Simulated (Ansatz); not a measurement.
**How many bands does the GW gap of MoS2 (P6_3/mmc) need?**

Aim: see how the G0W0 gap of MoS2 (P6_3/mmc) on PBE moves with empty bands and screening cutoff, and what each rung costs.

Program: Ansatz 0.2.0. Level of theory: G0W0 on PBE, plane waves, PAW. Results are calculated unless marked as measured.

The database entry behind the starting cell differs from later determinations by our own check (about 0.3 % long), so it need not match the best structure at ambient conditions.

## 1. The structure

It takes space group P6_3/mmc (No. 194, hexagonal). The conventional cell has a = 3.169 Å, b = 3.169 Å, c = 12.324 Å, α = 90.00°, β = 90.00°, γ = 120.00°. Mo has 6 S at 2.41 Å nearest. S has 3 Mo at 2.41 Å nearest. Farther neighbours and most contacts between anions are not listed.

The cell and positions come from the Crystallography Open Database and are kept as given unless a step says otherwise. The default PAW set here is soft_2. Its files were made with PBE.

## 2. 139 empty bands, screening to 69 eV

G0W0 replaces the xc potential by the self-energy, built once from these orbitals. Only a window of levels is corrected, while the sums run over the empty bands that the input names.

input.yaml reads:

```yaml
crystal:
  lattice:
    - [3.169, 0.0, 0.0]
    - [-1.5845, 2.7444345046, 0.0]
    - [0.0, 0.0, 12.324]
  atoms:
    - { symbol: Mo, position: [0.3333333333, 0.6666666667, 0.25] }
    - { symbol: Mo, position: [0.6666666667, 0.3333333333, 0.75] }
    - { symbol: S, position: [0.3333333333, 0.6666666667, 0.623] }
    - { symbol: S, position: [0.6666666667, 0.3333333333, 0.123] }
    - { symbol: S, position: [0.3333333333, 0.6666666667, 0.877] }
    - { symbol: S, position: [0.6666666667, 0.3333333333, 0.377] }
kpoints:
  mp_grid: { grid: [6, 6, 2] }
hamiltonian:
  xc: pbe
scf:
  occupations: { method: fixed }
gw:
  n_empty_bands: 139
  ecut_chi: 69
  qp_bands: [v2, c2]
  qp_kpoints: band_edges
  screening: { model: contour_deformation }
```

Run with:

```bash
> ansatz run input.yaml --threads 3 --pin off --max-ram 64512MiB --backend cuda --events-out ev --progress --plain --runs-dir out --devices 1 --max-vram 24GiB  # rebuilt from the run's record
```

Numbers of over 12 decimals in the logs are rounded to 6 here.

What it wrote:

```text
GPUs: using 1 of 1 available (devices: 1).
Engine: ansatz 0.2.0, x86_64-unknown-linux-gnu
Pseudopotentials: kind: paw
Pseudopotential: Mo, paw, valence charge 14, recommended cutoff 420 eV (normal), Mo.paw.azcp
Pseudopotential: S, paw, valence charge 6, recommended cutoff 420 eV (normal), S.paw.azcp
Functional definition: PBE
  parameter kappa = 0.804
  parameter beta = 0.066725
  exchange = pbe_x(kappa = kappa, mu = beta*pi^2/3)
  correlation = pbe_c(beta = beta)
device memory: the entry about to start is reckoned to put 1.1 GiB on a device that reports 70.9 GiB free (of which the cap on the GPU budget leaves the run 24.0 GiB)
GPU FFT provider: cuFFT
GPU libraries: cuBLAS 13.8.2, cuFFT 12.4.0, cuSOLVER 12.3.4
Crystal: 6 atoms, lattice volume = 107.183 Å³
Basis set: ecut = 420 eV, 2081 PW (Γ)
Bands: 32, of which v1, the nominal top of the filled ones, is band 26 counted from 1 (25 counted from 0)
Symmetry: 24 space group operations
Space group: P63/mmc (ITA 194), of the structure as read, at distance tolerance 4.8e-5 Å
k-points: 14 of 72
Non-local potential: Mo, projectors of the file, l = 0: 3, l = 1: 2, l = 2: 2, l = 3: 1
Non-local potential: S, projectors of the file, l = 0: 2, l = 1: 2, l = 2: 2
PAW form: soft (Blöchl's): semilocal exchange-correlation on the pseudo side does not see the compensation charge
PAW one-centre angular grid: Mo, 590 points (default); XC on 64 Gauss nodes
PAW one-centre angular grid: S, 110 points (default); XC on 64 Gauss nodes
Initial density: superposition of atomic densities (neutral atoms: chi_scale 0, normalization atom), corrected by the library's trained network
Initial wavefunctions: pseudopotential atomic-orbital guess
GPU buffer pool allocated for 51840 grid points (all kernels)
GPU transforms: local potential and band sums: pruned to the plane-wave sphere, on 24×24×90
Functional: x = pbe(κ = 0.804, μ = 0.219515), c = pbe(β = 0.066725)
SCF iter   1: F=—  HF=-13525.526697 eV  |F-HF|=—  |Δ(HF+E_count)|=         —  Δρ=5.46e-3  dr2=7.41e-3  ethr=1.77e-3  ⟨swp⟩=5.0  Hψ=1664  notcnv=0  defer=42
preconditioner: auto → Resta (q_TF=auto, 2.418 Å⁻¹)  ε∞=8.7  [insulator: Δε(μ)=0.887 eV  Ē_g=7.751 eV  n_scr=26 (ndim 8)  ℏωp=21.5 eV  f_vac=0.016  ε∞_Penn≈8.7]
SCF iter   2: F=—  HF=-13525.535933 eV  |F-HF|=—  |Δ(HF+E_count)|=   9.24e-3  Δρ=3.13e-3  dr2=2.37e-3  ethr=1.42e-5  ⟨swp⟩=2.0  Hψ=843  notcnv=0  defer=54
SCF iter   3: F=—  HF=-13525.540700 eV  |F-HF|=—  |Δ(HF+E_count)|=   4.77e-3  Δρ=4.94e-4  dr2=6.38e-4  ethr=4.55e-6  ⟨swp⟩=2.0  Hψ=698  notcnv=0  defer=54
SCF iter   4: F=—  HF=-13525.540635 eV  |F-HF|=—  |Δ(HF+E_count)|=   6.54e-5  Δρ=1.15e-4  dr2=1.09e-5  ethr=1.23e-6  ⟨swp⟩=2.1  Hψ=557  notcnv=0  defer=35
SCF iter   5: F=—  HF=-13525.540645 eV  |F-HF|=—  |Δ(HF+E_count)|=   1.04e-5  Δρ=5.19e-5  dr2=2.42e-6  ethr=2.09e-8  ⟨swp⟩=2.0  Hψ=619  notcnv=0  defer=2
SCF iter   6: F=—  HF=-13525.540647 eV  |F-HF|=—  |Δ(HF+E_count)|=   2.21e-6  Δρ=8.56e-6  dr2=1.01e-7  ethr=4.65e-9  ⟨swp⟩=2.0  Hψ=648  notcnv=0  defer=2
SCF iter   7: F=-13525.540647 eV  HF=-13525.540647 eV  |F-HF|=7.09e-10  |Δ(HF+E_count)|=   5.96e-8  Δρ=2.23e-6  dr2=6.40e-9  ethr=1.92e-10  ⟨swp⟩=4.9  Hψ=1310  notcnv=0
SCF 1 converged in 7 iterations: F = -13525.540647 eV  dr2 = 6.40e-9
  greatest PAW one-centre occupation: 0.998 electrons in one spin orbital (limit 2), on the Mo atom at site 1 (counted from 0), in its partial waves of l = 0
device memory: the entry about to start is reckoned to put 1.2 GiB (of the 1.3 GiB reckoned in all, the device holds 0.1 GiB already) on a device that reports 70.8 GiB free (of which the cap on the GPU budget leaves the run 23.9 GiB)
NSCF: frozen V_eff on 14 k-points, pencils in batches of 32, up to order 128
the band table was solved once the SCF had ended and its energy, with any forces and stress, was formed, with the checks that follow a solve (1760 applications of the Hamiltonian). They found nothing against the state; the energy, forces and stress were not computed again (output.eigenvalues in the input reference)
device memory: the entry about to start is reckoned to put 3.9 GiB on a device that reports 73.5 GiB free (of which the cap on the GPU budget leaves the run 24.0 GiB)
NSCF: frozen V_eff on 14 k-points
G₀W₀ screening: q 1/14
[... further progress lines ...]
SCF converged after 7 iterations
Free energy (F): -13525.540647 eV
Harris-Foulkes:  -13525.540647 eV  (|F-HF|=7.09e-10)
Internal energy: -13525.540647 eV  (E = F + TS)
E sigma→0 (E₀):  -13525.540647 eV
Fermi energy:    10.896774 eV
--- Per-component energies (eV) ---
  E_band       = -312.442293
  E_kinetic    = 1312.080568
  E_local      = -3923.171117  (includes V_loc(G=0)·N_el)
  E_nonlocal   = 398.377367
  E_hartree    = 1508.576741
  E_xc         = -757.133550
  E_vxc        = -810.200444  (∫ρ·V_xc dr)
  E_paw        = -8803.054294  (= ΣΔE_a)
  E_vpaw       = -306.678742  (= ΣTr[D̂ρ^β])
  E_aug_tail   = 0.000083  (compensation charges beyond the density's cutoff)
  E_ewald      = -3261.216446
  E_smearing   = -0.000000  (= −TS)
  E_closure    = 0.000000  (closes the sum)
  Σ components = -13525.540647   (vs F -13525.540647, Δ=0.00e0)
--- Band table (eV; the first three rows and the last of 14) ---
  k-point 0: bands = [... 22 lower, 8.7669, 9.7117, 9.7496, 10.8968, 12.9944, 12.9944, 13.0224, 13.0224, ... 2 higher]
  k-point 1: bands = [... 22 lower, 8.7436, 8.7436, 10.6302, 10.6302, 12.9998, 12.9998, 12.9998, 12.9998, ... 2 higher]
  k-point 2: bands = [... 22 lower, 8.8399, 9.7099, 9.7325, 10.1259, 12.3854, 12.7493, 12.7590, 12.9531, ... 2 higher]
  k-point 13: bands = [... 22 lower, 8.0256, 8.0256, 10.2018, 10.2018, 11.9456, 11.9456, 13.1987, 13.1987, ... 2 higher]
--- G₀W₀: contour deformation, 7 samples at zero and on the imaginary axis and 1 off it, 72 q-points, 139 empty bands' worth ---
  eigenvalues of the whole cell's RPA ε∞ on this k-mesh (on a slab, of 1 + 4πα/V) = 6.2635, 15.5349, 15.5349; static W/v taken at q = 0 is 0.066876
  bands read: the sum over 165 bands ends inside a degenerate multiplet in 7 slots, whose members it reads at an even weight; the widest, k=1: bands 165 to 168 (counted from 1) at 1/4 each
  gw.qp_kpoints: band_edges: 12 of 14 stored k-points solved, in 1 pass; an edge of the gap read off the rows below is read off those points alone
    valence top: of the k-points left out ik 7 came nearest to being solved in a further pass, in band 25 (counted from 1, as in the quasiparticle table): it holds the edge there only if its correction is more favourable than any solved in that band by at least 1.317 eV; those differ by 0.376 eV
    conduction bottom: of the k-points left out ik 5 came nearest to being solved in a further pass, in band 27 (counted from 1, as in the quasiparticle table): it holds the edge there only if its correction is more favourable than any solved in that band by at least 0.675 eV; those differ by 0.294 eV
    ik  band        ε_KS         Σx   Σc(E_QP)       V_xc       Z   E_QP_lin       E_QP  E_QP is
     0    25      9.7496   -18.6978     1.3402   -17.5874  0.7352     9.9784     9.9794  root
     0    26     10.8968   -19.7402     0.8954   -19.1818  0.7436    11.2327    11.2338  root
     0    27     12.9944   -13.7864    -3.9841   -18.5169  0.7441    13.7533    13.7407  root
     0    28     12.9944   -13.7864    -3.9841   -18.5169  0.7441    13.7533    13.7407  root
     1    25     10.6302   -19.4298     1.1511   -18.5535  0.7447    10.9042    10.9050  root
     1    26     10.6302   -19.4298     1.1511   -18.5535  0.7447    10.9042    10.9050  root
     1    27     12.9998   -13.7331    -3.9794   -18.4521  0.7439    13.7517    13.7393  root
     1    28     12.9998   -13.7331    -3.9794   -18.4521  0.7439    13.7517    13.7393  root
     2    25      9.7325   -18.5719     2.3285   -16.2166  0.7501     9.7056     9.7057  root
     2    26     10.1259   -19.4072     1.2578   -18.4311  0.7410    10.4065    10.4076  root
     2    27     12.3854   -13.5782    -3.7693   -17.9885  0.7447    13.0346    13.0263  root
     2    28     12.7493   -14.1025    -3.7816   -18.5698  0.7360    13.4463    13.4349  root
     3    25     10.0751   -19.3895     1.3934   -18.2493  0.7414    10.3274    10.3283  root
     3    26     10.0751   -19.3895     1.3934   -18.2493  0.7414    10.3274    10.3283  root
     3    27     12.5885   -13.8642    -3.9072   -18.4617  0.7434    13.2892    13.2787  root
     3    28     12.5885   -13.8642    -3.9072   -18.4617  0.7434    13.2892    13.2787  root
     4    25      9.0998   -18.5546     1.6492   -17.0856  0.7324     9.2793     9.2800  root
     4    26      9.3558   -19.0398     1.5903   -17.6677  0.7354     9.5730     9.5740  root
     4    27     12.2870   -14.2464    -3.9983   -18.9550  0.7411    13.0080    12.9972  root
     4    28     12.3861   -15.3312    -4.0032   -20.1338  0.7354    13.2002    13.1856  root
     6    25      9.4972   -17.6852     1.6529   -16.0756  0.7495     9.5406     9.5406  root
     6    26      9.6219   -18.3905     1.5428   -16.9859  0.7455     9.7598     9.7601  root
     6    27     12.4958   -16.6414    -4.3642   -21.9163  0.7272    13.4281    13.4065  root
     6    28     12.5414   -16.6096    -4.3920   -21.9082  0.7263    13.4701    13.4480  root
[...]
12    25     10.1301   -19.1153     0.8366   -18.6104  0.7431    10.4606    10.4618  root
    12    26     10.2918   -19.5175     0.7856   -19.1026  0.7432    10.6612    10.6625  root
    12    27     11.9443   -16.1257    -3.6206   -20.5483  0.7394    12.7583    12.7461  root
    12    28     11.9443   -16.1257    -3.6206   -20.5483  0.7394    12.7583    12.7461  root
    13    25     10.2018   -19.2682     0.8065   -18.8105  0.7432    10.5492    10.5505  root
    13    26     10.2018   -19.2682     0.8065   -18.8105  0.7432    10.5492    10.5505  root
    13    27     11.9456   -16.1207    -3.6200   -20.5422  0.7394    12.7591    12.7470  root
    13    28     11.9456   -16.1207    -3.6200   -20.5422  0.7394    12.7591    12.7470  root
```

Run time: 21 s. Hardware: 1 × NVIDIA H100 80GB HBM3 (shared by 3 runs) with 3 threads of AMD EPYC 7R13 (Zen 3), shared host; peak memory 1.2 GiB; 29 s of CPU time.

In the SCF lines HF is the Harris–Foulkes energy and dr2 the Hartree energy of the density residual, in eV; the loop may stop once dr2 is under the threshold and the program's other checks hold. Hψ counts applications of the Hamiltonian.

This step gave:

```yaml
bands_summed: 165
rpa_eps_infinity_on_this_mesh_eigenvalues: 6.263, 15.53, 15.53
plane_waves_in_the_screening_matrix: 149
q_points_in_the_mesh: 72
g0w0_gap_on_the_mesh: 1.166 eV
k_of_the_valence_top: 0, 0, 0
k_of_the_conduction_bottom: 0.1667, 0.1667, 0
starting_gap_on_the_mesh: 0.8857 eV
z_at_the_valence_top: 0.7436
z_at_the_conduction_bottom: 0.7528
least_direct_g0w0_gap_on_the_computed_points: 2.084 eV
```

The gap on the mesh goes from 0.89 eV to 1.17 eV, a correction of +0.28 eV. Between the two edge states, bare exchange in place of the xc potential would open the gap by 4.75 eV, and correlation takes back 4.47 eV.

## 3. 394 empty bands, screening to 138 eV

Another rung: the empty bands reach about as high as the screening cutoff, so the two stay in balance.

Edit input.yaml of step 2 so:

```diff
@@ -19,4 +19,4 @@
 gw:
-  n_empty_bands: 139
-  ecut_chi: 69
+  n_empty_bands: 394
+  ecut_chi: 138
   qp_bands: [v2, c2]
```

What it wrote:

```text
GPUs: using 1 of 1 available (devices: 1).
[...]
GPU FFT provider: cuFFT
GPU libraries: cuBLAS 13.8.2, cuFFT 12.4.0, cuSOLVER 12.3.4
Crystal: 6 atoms, lattice volume = 107.183 Å³
Basis set: ecut = 420 eV, 2081 PW (Γ)
Bands: 32, of which v1, the nominal top of the filled ones, is band 26 counted from 1 (25 counted from 0)
Symmetry: 24 space group operations
[...]
k-points: 14 of 72
[...]
GPU buffer pool allocated for 51840 grid points (all kernels)
[...]
SCF iter   1: F=—  HF=-13525.526697 eV  |F-HF|=—  |Δ(HF+E_count)|=         —  Δρ=5.46e-3  dr2=7.41e-3  ethr=1.77e-3  ⟨swp⟩=5.0  Hψ=1664  notcnv=0  defer=42
[...]
SCF iter   7: F=-13525.540647 eV  HF=-13525.540647 eV  |F-HF|=7.09e-10  |Δ(HF+E_count)|=   5.96e-8  Δρ=2.23e-6  dr2=6.40e-9  ethr=1.92e-10  ⟨swp⟩=4.9  Hψ=1310  notcnv=0
SCF 1 converged in 7 iterations: F = -13525.540647 eV  dr2 = 6.40e-9
[...]
NSCF: frozen V_eff on 14 k-points, pencils in batches of 32, up to order 128
[...]
NSCF: frozen V_eff on 14 k-points
G₀W₀ screening: q 1/14
[... further progress lines ...]
SCF converged after 7 iterations
Free energy (F): -13525.540647 eV
[...]
Internal energy: -13525.540647 eV  (E = F + TS)
E sigma→0 (E₀):  -13525.540647 eV
Fermi energy:    10.896774 eV
[...]
--- Band table (eV; the first three rows and the last of 14) ---
  k-point 0: bands = [... 22 lower, 8.7669, 9.7117, 9.7496, 10.8968, 12.9944, 12.9944, 13.0224, 13.0224, ... 2 higher]
  k-point 1: bands = [... 22 lower, 8.7436, 8.7436, 10.6302, 10.6302, 12.9998, 12.9998, 12.9998, 12.9998, ... 2 higher]
  k-point 2: bands = [... 22 lower, 8.8399, 9.7099, 9.7325, 10.1259, 12.3854, 12.7493, 12.7590, 12.9531, ... 2 higher]
  k-point 13: bands = [... 22 lower, 8.0256, 8.0256, 10.2018, 10.2018, 11.9456, 11.9456, 13.1987, 13.1987, ... 2 higher]
[...]
0    25      9.7496   -18.6978     1.0221   -17.5874  0.7293     9.6612     9.6614  root
     0    26     10.8968   -19.7402     0.5041   -19.1818  0.7366    10.8425    10.8425  root
     0    27     12.9944   -13.7864    -4.3541   -18.5169  0.7389    13.3737    13.3708  root
     0    28     12.9944   -13.7864    -4.3541   -18.5169  0.7389    13.3737    13.3708  root
     1    25     10.6302   -19.4298     0.7693   -18.5535  0.7382    10.5231    10.5233  root
     1    26     10.6302   -19.4298     0.7693   -18.5535  0.7382    10.5231    10.5233  root
     1    27     12.9998   -13.7331    -4.3494   -18.4521  0.7386    13.3722    13.3694  root
     1    28     12.9998   -13.7331    -4.3494   -18.4521  0.7386    13.3722    13.3694  root
[...]
13    25     10.2018   -19.2682     0.4504   -18.8105  0.7376    10.1944    10.1944  root
    13    26     10.2018   -19.2682     0.4504   -18.8105  0.7376    10.1944    10.1944  root
    13    27     11.9456   -16.1207    -3.9845   -20.5422  0.7317    12.3858    12.3826  root
    13    28     11.9456   -16.1207    -3.9845   -20.5422  0.7317    12.3858    12.3826  root
```

Wall time 16 s (1 × NVIDIA H100 80GB HBM3 (shared by 3 runs) with 3 threads); peak memory 1.7 GiB; 26 s of CPU time.

Numbers from this step:

```
bands summed                                 : 420
RPA ε∞ on this mesh (eigenvalues)            : 6.235, 15.08, 15.08
plane waves in the screening matrix          : 341
q-points in the mesh                         : 72
G0W0 gap on the mesh                         : 1.235 eV
k of the valence top                         : 0, 0, 0
k of the conduction bottom                   : 0.1667, 0.1667, 0
starting gap on the mesh                     : 0.8857 eV
Z at the valence top                         : 0.7366
Z at the conduction bottom                   : 0.7472
least direct G0W0 gap on the computed points : 2.086 eV
```

Against the run with 6×6×2 mesh, 139 empty bands, screening to 69 eV, the gap moves by +0.07 eV.

## 4. 848 empty bands, screening to 230 eV

Edit input.yaml of step 3 so:

```diff
@@ -19,4 +19,4 @@
 gw:
-  n_empty_bands: 394
-  ecut_chi: 138
+  n_empty_bands: 848
+  ecut_chi: 230.0
   qp_bands: [v2, c2]
```

What it wrote:

```text
GPUs: using 1 of 1 available (devices: 1).
[...]
GPU FFT provider: cuFFT
GPU libraries: cuBLAS 13.8.2, cuFFT 12.4.0, cuSOLVER 12.3.4
Crystal: 6 atoms, lattice volume = 107.183 Å³
Basis set: ecut = 420 eV, 2081 PW (Γ)
Bands: 32, of which v1, the nominal top of the filled ones, is band 26 counted from 1 (25 counted from 0)
Symmetry: 24 space group operations
[...]
k-points: 14 of 72
[...]
1    28     12.9998   -13.7331    -4.5113   -18.4521  0.7379    13.2083    13.2075  root
[...]
13    25     10.2018   -19.2682     0.2951   -18.8105  0.7356    10.0388    10.0391  root
    13    26     10.2018   -19.2682     0.2951   -18.8105  0.7356    10.0388    10.0391  root
    13    27     11.9456   -16.1207    -4.1497   -20.5422  0.7283    12.2186    12.2174  root
    13    28     11.9456   -16.1207    -4.1497   -20.5422  0.7283    12.2186    12.2174  root
[key lines of the parts left out:]
SCF converged after 7 iterations
Free energy (F): -13525.540647 eV
Fermi energy:    10.896774 eV
```

It took 39 s on 1 × NVIDIA H100 80GB HBM3 (shared by 3 runs) with 3 threads; peak memory 3.2 GiB.

This step gave:

```yaml
bands_summed: 874
rpa_eps_infinity_on_this_mesh_eigenvalues: 6.224, 14.93, 14.93
plane_waves_in_the_screening_matrix: 835
g0w0_gap_on_the_mesh: 1.264 eV
k_of_the_valence_top: 0, 0, 0
k_of_the_conduction_bottom: 0.1667, 0.1667, 0
starting_gap_on_the_mesh: 0.8857 eV
least_direct_g0w0_gap_on_the_computed_points: 2.081 eV
```

Against the run with 6×6×2 mesh, 394 empty bands, screening to 138 eV, the gap moves by +0.03 eV.

(Part 1 of 2 ends here.)

[Paths, hosts, dates, memory and timing lines, banners, echoed tables and standing remarks are left out of the program output.]

[Logs are printed without paths, hosts, clocks, repeated set-up lines and the standing remarks that a program may print on its own settings, such as how far it seeks lower states.]

[Runs of the session that timed out or met a known fault of the program may be left out.]

[Cells called generated may have been cut or substituted from an entry of the Crystallography Open Database or the Materials Project.]

[Hosts, paths, dates, database ids (printed as entryN), source tags and the programs' standing remarks are cut or masked in the printed files.]
